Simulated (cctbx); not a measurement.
# Absolute structure of LiGaMoI6

Space group P321 (no. 150), a = 13.3510 Å, b = 13.3510 Å, c = 6.9600 Å, α = 90.00°, β = 90.00°, γ = 120.00°.

```
atom  mult.       x       y       z  Ueq (Å²)
  I1      6  0.2164  0.7745  0.2651    0.0078
  I2      6  0.5326  0.1007  0.2767    0.0093
  I3      6  0.7794  0.8957  0.7513    0.0074
 Mo1      3       0  0.3170     1/2    0.0099
 Ga1      3       0  0.6496       0    0.0092
 Li1      2     2/3     1/3  0.5043    0.0180
 Li2      1       0       0       0    0.0145
```

The model was made for the exercise: a known structure type with other elements put in, its volume estimated, not relaxed; displacement parameters are assumed.

Data sets are simulated with cctbx and refined with Bijvoet mates kept apart; Flack x is then fitted as the share of an inverted twin with the atoms fixed, Hooft y from the Bijvoet differences. The group has rotations alone, so the crystal has a hand.

Untwinned crystal. What Flack and Hooft values should come out?

| λ (Å) | extinction (unmodelled) | d min (Å) | top counts | error (%) | model | R1 | Flack x | s.u. | Hooft y | s.u. | pairs |
| --- | --- | --- | --- | --- | --- | --- | --- | --- | --- | --- | --- |
| 0.71073 | 0.3 | 0.77 | 20000 | 6 | as given | 0.0195 | -0.01 | 0.02 | 0.002 | 0.025 | 716 |
| 0.71073 | 0.3 | 0.77 | 20000 | 6 | inverted | 0.0262 | 1.00 | 0.02 | 1.004 | 0.026 | 716 |
| 1.54184 | 0 | 0.83 | 70000 | 3 | as given | 0.0084 | 0.000 | 0.004 | 0.002 | 0.005 | 571 |

With Mo Kα, x is within 3 s.u. of 0, so the hand is right. With Cu Kα, x is within 3 s.u. of 0, so the hand is right. Inverting the model turns x into about 1 − x.

A further crystal gives:

```csv
λ (Å),extinction (unmodelled),d min (Å),top counts,error (%),model,R1,Flack x,s.u.,Hooft y,s.u.,pairs
1.3414,0,0.83,40000,2,as given,0.0144,0.291,0.009,0.293,0.009,571
```

**Question.** What is it?

It was simulated as an inversion twin with a fraction 0.3 of the inverted domain. Flack x is over 3 s.u. from both 0 and 1 and reads that fraction.

[Logs are printed without paths, hosts, clocks, repeated set-up lines and the standing remarks that a program may print on its own settings, such as how far it seeks lower states.]
